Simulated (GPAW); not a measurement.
# Near-edge structure at the F K edge of NaF (Villiaumite, Fm-3m)

What does one-electron theory with a core hole give for the F K edge of NaF (Villiaumite, Fm-3m)?

Method: X-ray absorption from dipole matrix elements to empty bands, plane-wave PAW PBE, in GPAW 26.7.0.

Report form: the programs' logs are mostly left out.

## (1) The structure

The structure is cubic, space group Fm-3m (No. 225). Conventional cell: a = 4.640 Å, b = 4.640 Å, c = 4.640 Å, α = 90.00°, β = 90.00°, γ = 90.00°. Nearest to Na lie 6 F at 2.32 Å. F has 6 Na at 2.32 Å nearest. Farther neighbours and most contacts between anions are not listed.

## (2) Ground state of the crystal

A plain self-consistent run shows whether there is a gap, which decides the set-up of the core-hole run.

scf.py

```python
import numpy as np
from ase import Atoms
from ase.parallel import parprint, paropen
from gpaw import GPAW, PW, FermiDirac, Mixer, MixerDif, setup_paths
from gpaw.test import gen
setup_paths.insert(0, '.')
gen('F', name='nch1s', xcname='PBE', corehole=(1, 0, 0), write_xml=True)
from gpaw.mpi import world
world.barrier()

atoms = Atoms('NaF',
    cell=[[0, 2.32, 2.32],
     [2.32, 0, 2.32],
     [2.32, 2.32, 0]],
    scaled_positions=[[0, 0, 0],
     [0.5, 0.5, 0.5]],
    pbc=True)
atoms.calc = calc = GPAW(legacy_gpaw=True, mode=PW(500), xc='PBE', setups={1: 'nch1s'},
    kpts={'size': (9, 9, 9), 'gamma': True}, occupations=FermiDirac(0.05),
    charge=0, mixer=Mixer(0.1, 5, 50), maxiter=150,
    convergence={'density': 0.0001}, txt='scf.txt')
energy = atoms.get_potential_energy() + calc.get_reference_energy()
ef = calc.get_fermi_level()
out = dict(energy=energy, fermi=ef, forces=atoms.get_forces().tolist())
parprint(f'all-electron energy {energy:.4f} eV, Fermi level {ef:.4f} eV')
ev = np.array([[calc.get_eigenvalues(k, s) for k in range(len(calc.get_ibz_k_points()))] for s in range(calc.get_number_of_spins())])
out['homo'], out['lumo'], out['counts'] = ev[ev < ef].max(), ev[ev > ef].min(), sorted(set((ev < ef).sum((0, 2)).tolist()))
out['filled'] = (ev[:, 0] < ef).sum(1).tolist()
import json
with paropen('out.json', 'w') as f:
    json.dump(out, f)
```

The run is started by

```bash
$ OMP_NUM_THREADS=1 mpirun -n 4 gpaw python scf.py
```

Elapsed: 3.5 s, on 4 MPI ranks of Arm Neoverse V2, shared host; peak memory 0.16 GiB.

The mesh shows a gap of 6.30 eV, so the hole is first treated in a charged cell, without the excited electron.

## (3) Spectrum without a core hole, F atom 2

Without a hole the spectrum is the empty density of states of the right symmetry on the absorber, weighted by matrix elements. It needs only the small cell and serves as the baseline. The data set with a hole of occupation 0 only carries the core orbital.

The absorber has 6 Na at 2.32 Å (octahedral, site symmetry m-3m).

xas.py

```python
import numpy as np
from ase import Atoms
from ase.parallel import parprint, paropen
from gpaw import GPAW, PW, FermiDirac, Mixer, MixerDif, setup_paths
from gpaw.test import gen
setup_paths.insert(0, '.')
gen('F', name='nch1s', xcname='PBE', corehole=(1, 0, 0), write_xml=True)
from gpaw.mpi import world
world.barrier()

atoms = Atoms('NaF',
    cell=[[0, 2.32, 2.32],
     [2.32, 0, 2.32],
     [2.32, 2.32, 0]],
    scaled_positions=[[0, 0, 0],
     [0.5, 0.5, 0.5]],
    pbc=True)
atoms.calc = calc = GPAW(legacy_gpaw=True, mode=PW(500), xc='PBE', setups={1: 'nch1s'},
    kpts={'size': (9, 9, 9), 'gamma': True}, occupations=FermiDirac(0.02),
    charge=0, mixer=Mixer(0.1, 5, 50), maxiter=150,
    convergence={'density': 0.0001}, txt='scf.txt')
energy = atoms.get_potential_energy() + calc.get_reference_energy()
ef = calc.get_fermi_level()
out = dict(energy=energy, fermi=ef, forces=atoms.get_forces().tolist())
parprint(f'all-electron energy {energy:.4f} eV, Fermi level {ef:.4f} eV')
ev = np.array([[calc.get_eigenvalues(k, s) for k in range(len(calc.get_ibz_k_points()))] for s in range(calc.get_number_of_spins())])
out['homo'], out['lumo'], out['counts'] = ev[ev < ef].max(), ev[ev > ef].min(), sorted(set((ev < ef).sum((0, 2)).tolist()))
out['filled'] = (ev[:, 0] < ef).sum(1).tolist()

from ase.units import Ha
from gpaw.xas import dipole_matrix_elements
nb = int(calc.get_number_of_electrons() / 2) + 18
top = nb
nscf = calc.fixed_density(kpts={'size': (8, 8, 8), 'gamma': True},
    convergence={'eigenstates': 1.0}, txt='nscf.txt')
nscf.diagonalize_full_hamiltonian(nbands=nb)
cell = atoms.cell.array
ops = [cell.T @ U.T @ np.linalg.inv(cell.T) for U in nscf.wfs.kd.symmetry.op_scc]
filled = [7]  # bands filled in the ground state, by spin
E = np.arange(-25, 34, 0.1)
fwhm = np.interp(E, [4, 25], [0.9, 3.5])
Y, X, zero, highest = 0, 0, 1e9, 1e9
for spin in range(nscf.get_number_of_spins()):
    wfs = nscf.wfs
    A = dipole_matrix_elements(wfs.setups[1])
    eps = np.zeros((wfs.kd.nibzkpts, nb))
    d = np.zeros((3, A.shape[1], wfs.kd.nibzkpts, nb), complex)
    for kpt in wfs.kpt_u:
        if kpt.s == spin and 1 in kpt.P_ani:
            eps[kpt.k] = kpt.eps_n * Ha
            d[:, :, kpt.k] = (kpt.weight * wfs.nspins / 2) ** 0.5 * np.inner(A, kpt.P_ani[1])
    world.sum(eps)
    world.sum(d)
    T = np.einsum('amkn,bmkn->abkn', d, d.conj()).real
    T = sum(np.einsum('ai,ijkn,bj->abkn', R, T, R) for R in ops) / len(ops)
    empty = np.ones_like(eps, bool) & (np.arange(nb) >= filled[spin])
    zero, highest = min(zero, eps[empty].min()), min(highest, eps[:, top - 1].min())
    lines = [(eps, T, empty)] if spin == 0 else lines + [(eps, T, empty)]
for eps, T, empty in lines:
    f = np.einsum('aakn->akn', T).reshape(3, -1)
    x = eps.ravel() - zero
    w = np.interp(x, E, fwhm) / 2.35482
    g = np.exp(-0.5 * ((E[:, None] - x) / w) ** 2) / (w * (2 * np.pi) ** 0.5)
    Y = Y + (f * empty.ravel()) @ g.T
    X = X + (f * ~empty.ravel()) @ g.T
out.update(E=E.round(2).tolist(), xas=Y.tolist(), xes=X.tolist(), zero=zero, valid=highest - zero, nk=len(eps), nb=nb)
for i in range(0, len(E), 10):
    parprint(f'{E[i]:7.2f}', *(f'{v:10.3e}' for v in Y[:, i]))
import json
with paropen('out.json', 'w') as f:
    json.dump(out, f)
```

The run is started by

```bash
$ OMP_NUM_THREADS=1 mpirun -n 4 gpaw python xas.py
```

Run time: 8.7 s. Hardware: 4 MPI ranks; peak memory 0.21 GiB.

The F K spectrum, F atom 2, no core hole (energy from the lowest empty level; intensity scaled to a mean of 1 over the first 20 eV):

```
E (eV)  intensity
 -2.00       0.00
 -1.25       0.00
 -0.50       0.00
  0.25       0.03
  1.00       0.11
  1.75       0.30
  2.50       0.46
  3.25       0.70
  4.00       0.94
  4.75       1.13
  5.50       1.40
  6.25       2.78
  7.00       3.14
  7.75       1.45
  8.50       0.69
  9.25       0.61
 10.00       0.56
 10.75       0.57
 11.50       0.79
 12.25       1.21
 13.00       1.64
 13.75       1.64
 14.50       1.25
 15.25       0.93
 16.00       0.80
 16.75       0.75
 17.50       0.68
 18.25       0.62
 19.00       0.68
 19.75       0.88
 20.50       1.19
 21.25       1.51
 22.00       1.69
 22.75       1.65
 23.50       1.42
 24.25       1.16
 25.00       0.99
 25.75       0.93
 26.50       0.93
 27.25       0.89
 28.00       0.79
 28.75       0.65
 29.50       0.51
 30.25       0.44
 31.00       0.42
 31.75       0.46
```

Main maxima below 24 eV (height): 6.7 eV (3.36), 13.4 eV (1.71) and 22.2 eV (1.70). A K edge sees empty p states on the absorber.

The same matrix elements for filled bands give the F K emission of F atom 2 (ground-state approximation; energy from the lowest empty level, largest value 1):

```
E (eV)  emission
-24.00      0.00
-23.25      0.00
-22.50      0.00
-21.75      0.00
-21.00      0.00
-20.25      0.00
-19.50      0.00
-18.75      0.00
-18.00      0.00
-17.25      0.00
-16.50      0.00
-15.75      0.00
-15.00      0.00
-14.25      0.00
-13.50      0.00
-12.75      0.00
-12.00      0.00
-11.25      0.00
-10.50      0.00
 -9.75      0.00
 -9.00      0.00
 -8.25      0.07
 -7.50      0.52
 -6.75      0.99
 -6.00      0.26
 -5.25      0.00
 -4.50      0.00
 -3.75      0.00
 -3.00      0.00
 -2.25      0.00
 -1.50      0.00
 -0.75      0.00
  0.00      0.00
  0.75      0.00
  1.50      0.00
  2.25      0.00
  3.00      0.00
```

Emission maxima: -6.8 eV (1.00).

## (4) Reference energy of the supercell

The photon energy needs a difference of total energies, so the cell and mesh of the coming hole run are first run without a hole.

Changes to scf.py since step 2:

```diff
@@ -10,11 +10,25 @@
 
-atoms = Atoms('NaF',
-    cell=[[0, 2.32, 2.32],
-     [2.32, 0, 2.32],
-     [2.32, 2.32, 0]],
+atoms = Atoms('Na8F8',
+    cell=[[0, 4.64, 4.64],
+     [4.64, 0, 4.64],
+     [4.64, 4.64, 0]],
     scaled_positions=[[0, 0, 0],
-     [0.5, 0.5, 0.5]],
+     [0, 0, 0.5],
+     [0, 0.5, 0],
+     [0.5, 0, 0],
+     [0, 0.5, 0.5],
+     [0.5, 0, 0.5],
+     [0.5, 0.5, 0],
+     [0.5, 0.5, 0.5],
+     [0.25, 0.25, 0.25],
+     [0.25, 0.25, 0.75],
+     [0.25, 0.75, 0.25],
+     [0.75, 0.25, 0.25],
+     [0.25, 0.75, 0.75],
+     [0.75, 0.25, 0.75],
+     [0.75, 0.75, 0.25],
+     [0.75, 0.75, 0.75]],
     pbc=True)
-atoms.calc = calc = GPAW(legacy_gpaw=True, mode=PW(500), xc='PBE', setups={1: 'nch1s'},
-    kpts={'size': (9, 9, 9), 'gamma': True}, occupations=FermiDirac(0.05),
+atoms.calc = calc = GPAW(legacy_gpaw=True, mode=PW(500), xc='PBE', setups={8: 'nch1s'},
+    kpts={'size': (4, 4, 4), 'gamma': True}, occupations=FermiDirac(0.02),
     charge=0, mixer=Mixer(0.1, 5, 50), maxiter=150,
```

The run is started by

```bash
$ OMP_NUM_THREADS=1 mpirun -n 4 gpaw python scf.py
```

Wall time 21 s (4 MPI ranks); peak memory 0.31 GiB; 85 s of CPU time.

Reference energy: -57128.851 eV with the cores included.

## (5) Spectrum with FCH, F atom 2

The holes are 6.6 Å apart. In GPAW the data set carries the hole's charge, so charge=0 means a charged cell and charge=-1 a neutral one. The excited electron is left out and a uniform background balances the charge. After the field has converged, empty bands are computed with the density fixed and the dipole matrix elements are summed.

Changes to xas.py since step 3:

```diff
@@ -6,3 +6,3 @@
 setup_paths.insert(0, '.')
-gen('F', name='nch1s', xcname='PBE', corehole=(1, 0, 0), write_xml=True)
+gen('F', name='fch1s', xcname='PBE', corehole=(1, 0, 1), write_xml=True)
 from gpaw.mpi import world
@@ -10,11 +10,25 @@
 
-atoms = Atoms('NaF',
-    cell=[[0, 2.32, 2.32],
-     [2.32, 0, 2.32],
-     [2.32, 2.32, 0]],
+atoms = Atoms('Na8F8',
+    cell=[[0, 4.64, 4.64],
+     [4.64, 0, 4.64],
+     [4.64, 4.64, 0]],
     scaled_positions=[[0, 0, 0],
-     [0.5, 0.5, 0.5]],
+     [0, 0, 0.5],
+     [0, 0.5, 0],
+     [0.5, 0, 0],
+     [0, 0.5, 0.5],
+     [0.5, 0, 0.5],
+     [0.5, 0.5, 0],
+     [0.5, 0.5, 0.5],
+     [0.25, 0.25, 0.25],
+     [0.25, 0.25, 0.75],
+     [0.25, 0.75, 0.25],
+     [0.75, 0.25, 0.25],
+     [0.25, 0.75, 0.75],
+     [0.75, 0.25, 0.75],
+     [0.75, 0.75, 0.25],
+     [0.75, 0.75, 0.75]],
     pbc=True)
-atoms.calc = calc = GPAW(legacy_gpaw=True, mode=PW(500), xc='PBE', setups={1: 'nch1s'},
-    kpts={'size': (9, 9, 9), 'gamma': True}, occupations=FermiDirac(0.02),
+atoms.calc = calc = GPAW(legacy_gpaw=True, mode=PW(500), xc='PBE', setups={8: 'fch1s'},
+    kpts={'size': (4, 4, 4), 'gamma': True}, occupations=FermiDirac(0.02),
     charge=0, mixer=Mixer(0.1, 5, 50), maxiter=150,
@@ -31,11 +45,10 @@
 from gpaw.xas import dipole_matrix_elements
-nb = int(calc.get_number_of_electrons() / 2) + 18
-top = nb
-nscf = calc.fixed_density(kpts={'size': (8, 8, 8), 'gamma': True},
-    convergence={'eigenstates': 1.0}, txt='nscf.txt')
-nscf.diagonalize_full_hamiltonian(nbands=nb)
+nb = int(calc.get_number_of_electrons() / 2) + 122
+top, nb = nb, nb + 8 + nb // 12
+nscf = calc.fixed_density(kpts={'size': (4, 4, 4), 'gamma': True}, nbands=nb,
+    convergence={'bands': top, 'eigenstates': 1e-5}, maxiter=60, txt='nscf.txt')
 cell = atoms.cell.array
 ops = [cell.T @ U.T @ np.linalg.inv(cell.T) for U in nscf.wfs.kd.symmetry.op_scc]
-filled = [7]  # bands filled in the ground state, by spin
-E = np.arange(-25, 34, 0.1)
+filled = [56]  # bands filled in the ground state, by spin
+E = np.arange(-6, 34, 0.1)
 fwhm = np.interp(E, [4, 25], [0.9, 3.5])
@@ -44,3 +57,3 @@
     wfs = nscf.wfs
-    A = dipole_matrix_elements(wfs.setups[1])
+    A = dipole_matrix_elements(wfs.setups[8])
     eps = np.zeros((wfs.kd.nibzkpts, nb))
@@ -48,5 +61,5 @@
     for kpt in wfs.kpt_u:
-        if kpt.s == spin and 1 in kpt.P_ani:
+        if kpt.s == spin and 8 in kpt.P_ani:
             eps[kpt.k] = kpt.eps_n * Ha
-            d[:, :, kpt.k] = (kpt.weight * wfs.nspins / 2) ** 0.5 * np.inner(A, kpt.P_ani[1])
+            d[:, :, kpt.k] = (kpt.weight * wfs.nspins / 2) ** 0.5 * np.inner(A, kpt.P_ani[8])
     world.sum(eps)
```

The run is started by

```bash
$ OMP_NUM_THREADS=1 mpirun -n 4 gpaw python xas.py
```

Wall time 73 s (4 MPI ranks); peak memory 0.42 GiB; 4.8 min of CPU time.

The F K spectrum, F atom 2, full core hole (charged cell) (energy from the lowest empty level; intensity scaled to a mean of 1 over the first 20 eV):

```
E (eV)  intensity
  -2.0       0.00
  -1.5       0.00
  -1.0       0.00
  -0.5       0.00
   0.0       0.01
   0.5       0.04
   1.0       0.08
   1.5       0.13
   2.0       0.23
   2.5       0.72
   3.0       1.35
   3.5       1.78
   4.0       2.21
   4.5       2.32
   5.0       1.89
   5.5       1.88
   6.0       1.96
   6.5       1.82
   7.0       1.51
   7.5       1.07
   8.0       0.60
   8.5       0.34
   9.0       0.27
   9.5       0.27
  10.0       0.32
  10.5       0.45
  11.0       0.68
  11.5       0.99
  12.0       1.32
  12.5       1.59
  13.0       1.70
  13.5       1.54
  14.0       1.20
  14.5       0.87
  15.0       0.66
  15.5       0.57
  16.0       0.56
  16.5       0.60
  17.0       0.68
  17.5       0.78
  18.0       0.90
  18.5       1.02
  19.0       1.14
  19.5       1.24
  20.0       1.33
  20.5       1.40
  21.0       1.45
  21.5       1.46
  22.0       1.39
  22.5       1.26
  23.0       1.09
  23.5       0.91
  24.0       0.76
  24.5       0.66
  25.0       0.62
  25.5       0.63
  26.0       0.66
  26.5       0.70
  27.0       0.72
  27.5       0.72
  28.0       0.69
  28.5       0.63
  29.0       0.57
  29.5       0.51
  30.0       0.46
  30.5       0.45
  31.0       0.45
  31.5       0.48
  32.0       0.53
```

Main maxima below 24 eV (height): 4.3 eV (2.37), 5.9 eV (1.96), 13.0 eV (1.70) and 21.3 eV (1.46). 

The hole costs E(hole) − E(ground) = 690.58 eV, and the lowest empty level of the hole cell on the spectrum's mesh lies at 4.27 eV, which puts the zero at 694.84 eV. One term is added: -9.97 eV, since the hole is spin-paired here and a spin-polarised one costs that much less in the free atom (computed apart). The photon energy is then 684.87 eV. The functional and the charged cell's background leave an error of a few eV in such absolute values.

## (6) Excitation energy, F atom 2

With the excited electron kept in the cell the system stays neutral, and the energy difference is an excitation energy by itself. In a small cell that electron takes up a good share of the lowest empty band, or all of one, which shifts the value from the true onset. Here the hole and the electron are spin-polarised, as in the real final state.

Changed against the first core-hole run: core hole from spin-paired to spin-polarised, with the smearing that suits a partly filled band.

Changes to scf.py since step 4:

```diff
@@ -6,3 +6,3 @@
 setup_paths.insert(0, '.')
-gen('F', name='nch1s', xcname='PBE', corehole=(1, 0, 0), write_xml=True)
+gen('F', name='fch1s', xcname='PBE', corehole=(1, 0, 1), write_xml=True)
 from gpaw.mpi import world
@@ -30,6 +30,7 @@
      [0.75, 0.75, 0.75]],
+    magmoms=[0.0, 0.0, 0.0, 0.0, 0.0, 0.0, 0.0, 0.0, 1.0, 0.0, 0.0, 0.0, 0.0, 0.0, 0.0, 0.0],
     pbc=True)
-atoms.calc = calc = GPAW(legacy_gpaw=True, mode=PW(500), xc='PBE', setups={8: 'nch1s'},
-    kpts={'size': (4, 4, 4), 'gamma': True}, occupations=FermiDirac(0.02),
-    charge=0, mixer=Mixer(0.1, 5, 50), maxiter=150,
+atoms.calc = calc = GPAW(legacy_gpaw=True, mode=PW(500), xc='PBE', setups={8: 'fch1s'},
+    kpts={'size': (4, 4, 4), 'gamma': True}, occupations=FermiDirac(0.04),
+    charge=-1, mixer=MixerDif(0.1, 5, 50), maxiter=150,
     convergence={'density': 0.0001}, txt='scf.txt')
@@ -37,3 +38,3 @@
 ef = calc.get_fermi_level()
-out = dict(energy=energy, fermi=ef, forces=atoms.get_forces().tolist())
+out = dict(energy=energy, fermi=ef, forces=atoms.get_forces().tolist(), magmoms=atoms.get_magnetic_moments().tolist())
 parprint(f'all-electron energy {energy:.4f} eV, Fermi level {ef:.4f} eV')
```

The run is started by

```bash
$ OMP_NUM_THREADS=1 mpirun -n 4 gpaw python scf.py
```

It took 50 s on 4 MPI ranks; peak memory 0.47 GiB.

The total-energy difference is 685.56 eV.

## (7) Reference energy of the supercell

The cell and mesh change for the next run, so it gets a reference energy of its own.

scf.py

```python
import numpy as np
from ase import Atoms
from ase.parallel import parprint, paropen
from gpaw import GPAW, PW, FermiDirac, Mixer, MixerDif, setup_paths
from gpaw.test import gen
setup_paths.insert(0, '.')
gen('F', name='nch1s', xcname='PBE', corehole=(1, 0, 0), write_xml=True)
from gpaw.mpi import world
world.barrier()

atoms = Atoms('Na2F2',
    cell=[[0, -2.32, -2.32],
     [0, -2.32, 2.32],
     [-4.64, 0, 0]],
    scaled_positions=[[0, 0, 0],
     [0.5, 0.5, 0.5],
     [0, 0, 0.5],
     [0.5, 0.5, 0]],
    pbc=True)
atoms.calc = calc = GPAW(legacy_gpaw=True, mode=PW(500), xc='PBE', setups={2: 'nch1s'},
    kpts={'size': (6, 6, 4), 'gamma': True}, occupations=FermiDirac(0.02),
    charge=0, mixer=Mixer(0.1, 5, 50), maxiter=150,
    convergence={'density': 0.0001}, txt='scf.txt')
energy = atoms.get_potential_energy() + calc.get_reference_energy()
ef = calc.get_fermi_level()
out = dict(energy=energy, fermi=ef, forces=atoms.get_forces().tolist())
parprint(f'all-electron energy {energy:.4f} eV, Fermi level {ef:.4f} eV')
ev = np.array([[calc.get_eigenvalues(k, s) for k in range(len(calc.get_ibz_k_points()))] for s in range(calc.get_number_of_spins())])
out['homo'], out['lumo'], out['counts'] = ev[ev < ef].max(), ev[ev > ef].min(), sorted(set((ev < ef).sum((0, 2)).tolist()))
out['filled'] = (ev[:, 0] < ef).sum(1).tolist()
import json
with paropen('out.json', 'w') as f:
    json.dump(out, f)
```

It took 5 s on 4 MPI ranks; peak memory 0.17 GiB.

## (8) Spectrum with FCH, F atom 2

A smaller cell brings the holes closer; here they are 3.3 Å apart.

Changed against the first core-hole run: supercell atoms from 16 to 4; the field's mesh follows (4×4×4 to 6×6×4).

Changes to xas.py since step 5:

```diff
@@ -10,25 +10,13 @@
 
-atoms = Atoms('Na8F8',
-    cell=[[0, 4.64, 4.64],
-     [4.64, 0, 4.64],
-     [4.64, 4.64, 0]],
+atoms = Atoms('Na2F2',
+    cell=[[0, -2.32, -2.32],
+     [0, -2.32, 2.32],
+     [-4.64, 0, 0]],
     scaled_positions=[[0, 0, 0],
+     [0.5, 0.5, 0.5],
      [0, 0, 0.5],
-     [0, 0.5, 0],
-     [0.5, 0, 0],
-     [0, 0.5, 0.5],
-     [0.5, 0, 0.5],
-     [0.5, 0.5, 0],
-     [0.5, 0.5, 0.5],
-     [0.25, 0.25, 0.25],
-     [0.25, 0.25, 0.75],
-     [0.25, 0.75, 0.25],
-     [0.75, 0.25, 0.25],
-     [0.25, 0.75, 0.75],
-     [0.75, 0.25, 0.75],
-     [0.75, 0.75, 0.25],
-     [0.75, 0.75, 0.75]],
+     [0.5, 0.5, 0]],
     pbc=True)
-atoms.calc = calc = GPAW(legacy_gpaw=True, mode=PW(500), xc='PBE', setups={8: 'fch1s'},
-    kpts={'size': (4, 4, 4), 'gamma': True}, occupations=FermiDirac(0.02),
+atoms.calc = calc = GPAW(legacy_gpaw=True, mode=PW(500), xc='PBE', setups={2: 'fch1s'},
+    kpts={'size': (6, 6, 4), 'gamma': True}, occupations=FermiDirac(0.02),
     charge=0, mixer=Mixer(0.1, 5, 50), maxiter=150,
@@ -45,9 +33,10 @@
 from gpaw.xas import dipole_matrix_elements
-nb = int(calc.get_number_of_electrons() / 2) + 122
-top, nb = nb, nb + 8 + nb // 12
-nscf = calc.fixed_density(kpts={'size': (4, 4, 4), 'gamma': True}, nbands=nb,
-    convergence={'bands': top, 'eigenstates': 1e-5}, maxiter=60, txt='nscf.txt')
+nb = int(calc.get_number_of_electrons() / 2) + 33
+top = nb
+nscf = calc.fixed_density(kpts={'size': (7, 7, 5), 'gamma': True},
+    convergence={'eigenstates': 1.0}, txt='nscf.txt')
+nscf.diagonalize_full_hamiltonian(nbands=nb)
 cell = atoms.cell.array
 ops = [cell.T @ U.T @ np.linalg.inv(cell.T) for U in nscf.wfs.kd.symmetry.op_scc]
-filled = [56]  # bands filled in the ground state, by spin
+filled = [14]  # bands filled in the ground state, by spin
 E = np.arange(-6, 34, 0.1)
@@ -57,3 +46,3 @@
     wfs = nscf.wfs
-    A = dipole_matrix_elements(wfs.setups[8])
+    A = dipole_matrix_elements(wfs.setups[2])
     eps = np.zeros((wfs.kd.nibzkpts, nb))
@@ -61,5 +50,5 @@
     for kpt in wfs.kpt_u:
-        if kpt.s == spin and 8 in kpt.P_ani:
+        if kpt.s == spin and 2 in kpt.P_ani:
             eps[kpt.k] = kpt.eps_n * Ha
-            d[:, :, kpt.k] = (kpt.weight * wfs.nspins / 2) ** 0.5 * np.inner(A, kpt.P_ani[8])
+            d[:, :, kpt.k] = (kpt.weight * wfs.nspins / 2) ** 0.5 * np.inner(A, kpt.P_ani[2])
     world.sum(eps)
```

The run is started by

```bash
$ OMP_NUM_THREADS=1 mpirun -n 4 gpaw python xas.py
```

The job ended after 44 s (4 MPI ranks; peak memory 0.38 GiB).

These settings depart from the first run's and aren't meant as converged.

The scaled spectrum changes by 29 % r.m.s. Another feature, at 6.2 eV (2.41), becomes the highest below 16 eV; the one at 4.3 eV is gone.

```
E (eV)  first run  this run
  -2.0       0.00      0.00
  -0.5       0.00      0.00
   1.0       0.08      0.09
   2.5       0.72      0.41
   4.0       2.21      1.00
   5.5       1.88      2.23
   7.0       1.51      1.85
   8.5       0.34      0.45
  10.0       0.32      0.59
  11.5       0.99      1.03
  13.0       1.70      1.65
  14.5       0.87      1.22
  16.0       0.56      0.88
  17.5       0.78      0.76
  19.0       1.14      0.93
  20.5       1.40      1.34
  22.0       1.39      1.48
  23.5       0.91      1.15
  25.0       0.62      0.94
  26.5       0.70      0.91
  28.0       0.69      0.70
  29.5       0.51      0.47
  31.0       0.45      0.45
```

[end of part 1 of 2]

[Logs are printed without paths, hosts, clocks, repeated set-up lines and the standing remarks that a program may print on its own settings, such as how far it seeks lower states.]

[Hosts, paths, dates, database ids (printed as entryN), source tags and the programs' standing remarks are cut or masked in the printed files.]

[Lists of maxima count a maximum above −3 eV only where it reaches 4 % of the highest in the window and stands out from its surroundings by 2 % of it (1.5 % where it reaches 55 %); shoulders and weaker maxima are passed over, and of the rest the first, up to two pre-edge ones and the few strongest are named.]
